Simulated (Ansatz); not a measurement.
# How many bands does the GW gap of AlN (F-43m) need?

Wanted: a G0W0 gap for AlN (F-43m) that is converged in bands and cutoff, or an estimate of the limit.

Calculated with Ansatz 0.2.0; G0W0 on PBE, plane waves, PAW; PAW set soft_1.

Report form: the programs' logs are mostly left out.

## 1. Starting point

It takes space group F-43m (No. 216, cubic). The conventional cell has a = 4.368 Å, b = 4.368 Å, c = 4.368 Å, α = 90.00°, β = 90.00°, γ = 90.00°. Al has 4 N at 1.89 Å nearest. Nearest to N lie 4 Al at 1.89 Å. Farther neighbours and most contacts between anions are not listed.

The cell and positions are those that the Materials Project relaxed with its own functionals (PBE, PBE+U or r2SCAN), kept fixed. This is not the form that AlN usually takes at ambient conditions.

## 2. 21 empty bands, screening to 60 eV

Now the one-shot GW correction: screening in the RPA, then the self-energy of the levels asked for. This step takes PAW set soft_1 files.

input.yaml reads:

```yaml
crystal:
  lattice:
    - [0.0, 2.1839935596, 2.1839935596]
    - [2.1839935596, 0.0, 2.1839935596]
    - [2.1839935596, 2.1839935596, 0.0]
  atoms:
    - { symbol: Al, position: [0.0, 0.0, 0.0] }
    - { symbol: "N", position: [0.75, 0.75, 0.75] }
kpoints:
  mp_grid: { grid: [6, 6, 6] }
hamiltonian:
  xc: pbe
  pseudopotentials: { kind: paw, azcp: { folder: soft_1 } }
scf:
  occupations: { method: fixed }
gw:
  n_empty_bands: 21
  ecut_chi: 60
  qp_bands: [v2, c2]
  qp_kpoints: band_edges
  screening: { model: contour_deformation }
```

On the command line:

```console
$ ansatz run input.yaml --threads 3 --pin off --max-ram 92160MiB --backend cuda --events-out ev --progress --plain --runs-dir out --devices 1 --max-vram 13GiB
```

Run time: 12 s. Hardware: 1 × NVIDIA H100 80GB HBM3 (shared by 6 runs) with 3 threads of AMD EPYC 7R13 (Zen 3), shared host; peak memory 0.96 GiB.

This step gave:

```
bands summed                                 : 25
RPA ε∞ on this mesh (eigenvalues)            : 4.508, 4.508, 4.508
plane waves in the screening matrix          : 15
q-points in the mesh                         : 216
G0W0 gap on the mesh                         : 4.276 eV
k of the valence top                         : 0, 0, 0
k of the conduction bottom                   : 0, -0.5, -0.5
starting gap on the mesh                     : 3.323 eV
Z at the valence top                         : 0.7862
Z at the conduction bottom                   : 0.8318
least direct G0W0 gap on the computed points : 5.455 eV
```

The gap on the mesh goes from 3.32 eV to 4.28 eV, a correction of +0.95 eV. Between the two edge states, bare exchange in place of the xc potential would open the gap by 8.34 eV, and correlation takes back 7.39 eV.

## 3. 62 empty bands, screening to 120 eV

Another rung: the empty bands reach about as high as the screening cutoff, so the two stay in balance.

input.yaml: that of step 2 with these lines changed.

```diff
@@ -16,4 +16,4 @@
 gw:
-  n_empty_bands: 21
-  ecut_chi: 60
+  n_empty_bands: 62
+  ecut_chi: 120
   qp_bands: [v2, c2]
```

Elapsed: 10 s, on 1 × NVIDIA H100 80GB HBM3 (shared by 6 runs) with 3 threads; peak memory 0.97 GiB; 7.6 s of CPU time.

Numbers from this step:

* bands summed: 66
* RPA ε∞ on this mesh (eigenvalues): 4.407, 4.407, 4.407
* plane waves in the screening matrix: 59
* q-points in the mesh: 216
* G0W0 gap on the mesh: 4.580 eV
* k of the valence top: 0, 0, 0
* k of the conduction bottom: 0, -0.5, -0.5
* starting gap on the mesh: 3.323 eV
* Z at the valence top: 0.7796
* Z at the conduction bottom: 0.8306
* least direct G0W0 gap on the computed points: 5.773 eV

Against the run with 6×6×6 mesh, 21 empty bands, screening to 60 eV, PAW set soft_1 files, the gap moves by +0.30 eV.

## 4. 133 empty bands, screening to 200 eV

input.yaml: that of step 3 with these lines changed.

```diff
@@ -16,4 +16,4 @@
 gw:
-  n_empty_bands: 62
-  ecut_chi: 120
+  n_empty_bands: 133
+  ecut_chi: 200.0
   qp_bands: [v2, c2]
```

The job ended after 20 s (1 × NVIDIA H100 80GB HBM3 (shared by 6 runs) with 3 threads; peak memory 1 GiB).

This step gave:

| Quantity | Value |
| --- | --- |
| bands summed | 137 |
| RPA ε∞ on this mesh (eigenvalues) | 4.393, 4.393, 4.393 |
| plane waves in the screening matrix | 137 |
| G0W0 gap on the mesh | 4.777 eV |
| k of the valence top | 0, 0, 0 |
| k of the conduction bottom | 0, -0.5, -0.5 |
| starting gap on the mesh | 3.323 eV |
| least direct G0W0 gap on the computed points | 5.878 eV |

Against the run with 6×6×6 mesh, 62 empty bands, screening to 120 eV, PAW set soft_1 files, the gap moves by +0.20 eV.

## 5. Changing the k mesh: 4×4×4 mesh, 62 empty bands, screening to 120 eV, PAW set soft_1 files

A second mesh at equal bands and cutoff isolates the sampling error. Bands and cutoff differ from the step before, so it is read against an earlier run that matches them.

input.yaml: that of step 4 with these lines changed.

```diff
@@ -9,3 +9,3 @@
 kpoints:
-  mp_grid: { grid: [6, 6, 6] }
+  mp_grid: { grid: [4, 4, 4] }
 hamiltonian:
@@ -16,4 +16,4 @@
 gw:
-  n_empty_bands: 133
-  ecut_chi: 200.0
+  n_empty_bands: 62
+  ecut_chi: 120
   qp_bands: [v2, c2]
```

The job ended after 9 s (1 × NVIDIA H100 80GB HBM3 (shared by 6 runs) with 3 threads; peak memory 0.96 GiB).

This step gave:

```
bands summed                                 : 66
RPA ε∞ on this mesh (eigenvalues)            : 4.980, 4.980, 4.980
plane waves in the screening matrix          : 59
G0W0 gap on the mesh                         : 4.516 eV
k of the valence top                         : 0, 0, 0
k of the conduction bottom                   : 0, -0.5, -0.5
starting gap on the mesh                     : 3.299 eV
least direct G0W0 gap on the computed points : 5.741 eV
```

Against the run with 6×6×6 mesh, 62 empty bands, screening to 120 eV, PAW set soft_1 files, the gap moves by −0.06 eV, while the start moved by −0.02 eV.

## 6. Changing the frequency model: 6×6×6 mesh, 62 empty bands, screening to 120 eV, plasmon pole, PAW set soft_1 files

A plasmon pole stands in for the full frequency dependence of the screening; this run shows what that costs in accuracy.

input.yaml: that of step 5 with these lines changed.

```diff
@@ -9,3 +9,3 @@
 kpoints:
-  mp_grid: { grid: [4, 4, 4] }
+  mp_grid: { grid: [6, 6, 6] }
 hamiltonian:
@@ -20,2 +20,2 @@
   qp_kpoints: band_edges
-  screening: { model: contour_deformation }
+  screening: { model: godby_needs }
```

Run time: 12 s. Hardware: 1 × NVIDIA H100 80GB HBM3 (shared by 6 runs) with 3 threads; peak memory 0.95 GiB.

This step gave:

```yaml
bands_summed: 66
plasmon_pole_fit_frequency: 23.01 eV
rpa_eps_infinity_on_this_mesh_eigenvalues: 4.407, 4.407, 4.407
plane_waves_in_the_screening_matrix: 59
g0w0_gap_on_the_mesh: 4.527 eV
k_of_the_valence_top: 0, 0, 0
k_of_the_conduction_bottom: 0, -0.5, -0.5
starting_gap_on_the_mesh: 3.323 eV
least_direct_g0w0_gap_on_the_computed_points: 5.726 eV
```

Against the run with 6×6×6 mesh, 62 empty bands, screening to 120 eV, PAW set soft_1 files, the gap moves by −0.05 eV.

## 7. Changing the files: 6×6×6 mesh, 62 empty bands, screening to 120 eV, hard PAW files

Other atomic data (hard PAW) test the pseudisation: the cutoff goes from 420 to 900 eV and the valence electrons from 8 to 16, which opens shells that were frozen.

This step: G0W0 on PBE, plane waves, PAW.

input.yaml, the sections that differ from step 6:

```yaml
hamiltonian:
  xc: pbe
  pseudopotentials: { kind: paw, source: ansatz }
gw:
  n_empty_bands: 62
  ecut_chi: 120
  qp_bands: [v2, c2]
  qp_kpoints: band_edges
  screening: { model: contour_deformation }
# crystal, kpoints, scf: as in step 6
```

Elapsed: 11 s, on 1 × NVIDIA H100 80GB HBM3 (shared by 6 runs) with 3 threads; peak memory 1 GiB; 8.7 s of CPU time.

Numbers from this step:

```
bands summed                                 : 70
RPA ε∞ on this mesh (eigenvalues)            : 4.442, 4.442, 4.442
plane waves in the screening matrix          : 59
G0W0 gap on the mesh                         : 4.544 eV
k of the valence top                         : 0, 0, 0
k of the conduction bottom                   : 0, -0.5, -0.5
starting gap on the mesh                     : 3.317 eV
least direct G0W0 gap on the computed points : 5.725 eV
```

Against the run with 6×6×6 mesh, 62 empty bands, screening to 120 eV, PAW set soft_1 files, the gap moves by −0.04 eV.

## 8. Convergence and cost

Times are wall times on 1 × NVIDIA H100 80GB HBM3 (shared by 6 runs) with 3 threads of AMD EPYC 7R13 (Zen 3), shared host, good to a factor of about two.

```tsv
mesh	files	frequency	bands summed	cutoff (eV)	start (eV)	G0W0 (eV)	time	host memory (GiB)
6×6×6	PAW set soft_1	contour deformation	25	60	3.323	4.276	12 s	0.96
6×6×6	PAW set soft_1	contour deformation	66	120	3.323	4.580	10 s	0.97
6×6×6	PAW set soft_1	contour deformation	137	200	3.323	4.777	20 s	1.0
4×4×4	PAW set soft_1	contour deformation	66	120	3.299	4.516	9 s	0.96
6×6×6	PAW set soft_1	plasmon pole	66	120	3.323	4.527	12 s	0.95
6×6×6	hard PAW	contour deformation	70	120	3.317	4.544	11 s	1.0
```

How the two edges are built up, in eV (the quasiparticle level is the starting level plus Σx plus Σc less Vxc):

```tsv
run	edge	start	Σx	Σc	Vxc	Z	QP
25 bands	valence top	6.97	-21.73	3.75	-17.68	0.79	6.66
25 bands	conduction bottom	10.29	-5.87	-3.64	-10.15	0.83	10.93
66 bands	valence top	6.97	-21.73	3.25	-17.68	0.78	6.16
66 bands	conduction bottom	10.29	-5.87	-3.83	-10.15	0.83	10.74
137 bands	valence top	6.97	-21.73	2.98	-17.68	0.78	5.90
137 bands	conduction bottom	10.29	-5.87	-3.90	-10.15	0.83	10.67
```

## 9. Results

```json
{
  "25 bands, 60 eV": "4.276 eV",
  "66 bands, 120 eV": "4.580 eV",
  "137 bands, 200 eV": "4.777 eV",
  "estimated limit in bands and cutoff": "4.96 eV",
  "mesh and start": "6×6×6, PBE"
}
```

**Reading.** A line in one over the bands through the two highest rungs gives 4.96 eV, +0.18 eV from the top rung; the pair below gives 4.77 eV, so the estimate is still climbing. The rungs stand 0.69 eV (25 bands), 0.38 eV (66 bands) and 0.18 eV (137 bands) from it. From 25 to 137 bands the gap moves by +0.50 eV. Σc changes by −0.76 eV at the valence top and −0.26 eV at the conduction bottom, so the valence edge carries most of the change. On the 4×4×4 mesh in place of 6×6×6 the gap differs by −0.06 eV, of which −0.02 eV is already in the start. The plasmon-pole model gives −0.05 eV against contour deformation, 4 % of the correction, and saved no time in this program. Hard PAW files move the gap by −0.04 eV at equal bands and cutoff, −0.01 eV of it in the start.

[Paths, hosts, dates, memory and timing lines, banners, echoed tables and standing remarks are left out of the program output.]

[Logs are printed without paths, hosts, clocks, repeated set-up lines and the standing remarks that a program may print on its own settings, such as how far it seeks lower states.]

[Runs of the session that timed out or met a known fault of the program may be left out.]

[Cells called generated may have been cut or substituted from an entry of the Crystallography Open Database or the Materials Project.]

[Hosts, paths, dates, database ids (printed as entryN), source tags and the programs' standing remarks are cut or masked in the printed files.]
